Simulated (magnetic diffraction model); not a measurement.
## Which magnetic order? Ba₁₁Co₆Sb₁₂

Space group C2/m (no. 12), a = 33.3020 Å, b = 4.8100 Å, c = 13.0380 Å, β = 108.39°.

| site | atom | x | y | z |
| --- | --- | --- | --- | --- |
| 4i | Ba | 0.2821 | 0 | 0.1370 |
| 4i | Ba | 0.0172 | 0 | 0.6811 |
| 4i | Ba | 0.1285 | 0 | 0.0135 |
| 4i | Ba | 0.1122 | 0 | 0.5059 |
| 2a | Ba | 0 | 0 | 0 |
| 4i | Ba | 0.1998 | 0 | 0.3476 |
| 4i | Sb | 0.2056 | 1/2 | 0.1478 |
| 4i | Sb | 0.4121 | 1/2 | 0.7621 |
| 4i | Sb | 0.1466 | 0 | 0.7865 |
| 4i | Sb | 0.4570 | 0 | 0.4936 |
| 4i | Sb | 0.4512 | 0 | 0.1204 |
| 4i | Sb | 0.3069 | 0 | 0.4546 |
| 4i | Co | 0.4008 | 0 | 0.2525 |
| 4i | Co | 0.0453 | 1/2 | 0.2414 |
| 4i | Co | 0.2828 | 1/2 | 0.3299 |

This is a made-up structure (elements placed in a structure type, unrelaxed), so the numbers test the method and describe no known phase.

Only Co is taken to order (form factors of Co2+); orders and moment sizes are assumed, and not adapted to the symmetry. Radiation: neutrons of λ = 2.36 Å, 3° to 30°; isotropic B of 0.2 Å² (Ba), 0.32 Å² (Sb) and 0.39 Å² (Co). The intensities are simulated: I ∝ L Σ (|F_N|² + |F_M⊥|²) for unpolarised neutrons, with F_M = 2.695 fm/μB × Σ f(s) S exp(2πi Q·r) exp(−B s²) at Q = H ± k (one set where k and −k are equivalent), only the part normal to Q counting and L = 1/(sin²θ cos θ). For collinear order S is the moment m, which repeats by lattice and centring translations R with the sign exp(−2πi k·R). Form factors are spin-only for 3d ions and dipole or tabulated for f ions, scattering lengths are Sears's of 1992, and absorption is left out. A label names one of the reflections at its angle. The strongest nuclear line in the range is 100, and lines under 0.2 are left out.

Above the ordering temperature:

| 2θ (°) | index | I |
| --- | --- | --- |
| 8.57 | (2 0 0) | 28.1 |
| 10.95 | (0 0 1) | 44.7 |
| 11.58 | (2 0 -1) | 100.0 |
| 15.92 | (2 0 1) | 28.2 |
| 17.18 | (4 0 0) | 29.2 |
| 17.22 | (4 0 -1) | 1.7 |
| 20.93 | (2 0 -2) | 0.9 |
| 21.99 | (0 0 2) | 2.3 |
| 23.19 | (4 0 1) | 2.1 |
| 23.28 | (4 0 -2) | 20.6 |
| 24.72 | (6 0 -1) | 0.3 |
| 25.89 | (6 0 0) | 6.4 |
| 26.09 | (2 0 2) | 21.3 |
| 28.27 | (6 0 -2) | 15.3 |
| 28.74 | (1 1 0) | 90.0 |

Below it (cell unchanged):

```tsv
2θ (°)	I
5.47	1310.1
8.57	28.1
8.59	6.0
10.95	44.7
11.54	15.2
11.58	100.0
15.92	28.2
15.97	0.6
16.30	6.5
16.45	207.2
17.18	29.2
17.22	1.7
19.64	0.9
20.86	2.0
20.93	0.9
21.99	2.3
23.19	2.1
23.28	20.6
24.70	0.6
24.72	0.3
25.89	6.4
25.96	33.4
26.09	21.3
26.15	5.2
27.44	1.8
27.55	0.8
27.59	12.5
28.17	0.6
28.27	15.3
28.74	90.0
29.01	77.7
29.54	6.6
```

**Question.** Find the propagation vector, then choose among these models:
A. collinear moments along [010], 1.22 μB on Co; signs + at (0.4008, 0, 0.2525), + at (0.0453, 1/2, 0.2414), + at (0.2828, 1/2, 0.3299), − at (0.4547, 0, 0.7586), − at (0.2172, 0, 0.6701), − at (0.0992, 1/2, 0.7475)
B. collinear moments along [111], 1.22 μB on Co; signs + at (0.4008, 0, 0.2525), + at (0.0453, 1/2, 0.2414), − at (0.2828, 1/2, 0.3299), − at (0.4547, 0, 0.7586), + at (0.2172, 0, 0.6701), − at (0.0992, 1/2, 0.7475)
C. collinear moments along [111], 1.22 μB on Co; signs + at (0.4008, 0, 0.2525), + at (0.0453, 1/2, 0.2414), + at (0.2828, 1/2, 0.3299), − at (0.4547, 0, 0.7586), − at (0.2172, 0, 0.6701), − at (0.0992, 1/2, 0.7475)
D. collinear moments along [010], 1.22 μB on Co; signs + at (0.4008, 0, 0.2525), + at (0.0453, 1/2, 0.2414), − at (0.2828, 1/2, 0.3299), − at (0.4547, 0, 0.7586), + at (0.2172, 0, 0.6701), − at (0.0992, 1/2, 0.7475)

The new lines index as (0 0 1/2) at 5.47°, (2 0 -1/2) at 8.59°, (2 0 1/2) at 11.54° and (2 0 -3/2) at 15.97°, that is as H ± k with k = (0 0 3/2). Half indices mean that the moments reverse under translations with k·R a half-integer, and the magnetic cell has twice the primitive volume.

Magnetic intensity, observed (below minus above) and for each model:

| 2θ (°) | index | observed | A | B | C | D |
| --- | --- | --- | --- | --- | --- | --- |
| 5.47 | (0 0 1/2) | 1310.1 | 1539.2 | 294.4 | 1310.1 | 345.9 |
| 8.59 | (2 0 -1/2) | 6.0 | 13.1 | 135.4 | 6.0 | 296.9 |
| 11.54 | (2 0 1/2) | 15.2 | 93.6 | 23.3 | 15.2 | 143.9 |
| 15.97 | (2 0 -3/2) | 0.6 | 0.6 | 167.3 | 0.6 | 170.2 |
| 16.45 | (0 0 3/2) | 207.2 | 243.4 | 5.1 | 207.2 | 6.0 |
| 28.17 | (6 0 1/2) | 0.6 | 16.7 | 2.6 | 0.6 | 77.9 |
| 29.01 | (1 1 -1/2) | 77.7 | 3.2 | 2.3 | 77.7 | <0.2 |
| 29.54 | (1 1 1/2) | 6.6 | 0.5 | 133.5 | 6.6 | 10.6 |

Model C matches.

The structure used: k = (0 0 3/2), collinear moments along [111], 1.22 μB on Co; signs + at (0.4008, 0, 0.2525), + at (0.0453, 1/2, 0.2414), + at (0.2828, 1/2, 0.3299), − at (0.4547, 0, 0.7586), − at (0.2172, 0, 0.6701), − at (0.0992, 1/2, 0.7475).

[Logs are printed without paths, hosts, clocks, repeated set-up lines and the standing remarks that a program may print on its own settings, such as how far it seeks lower states.]
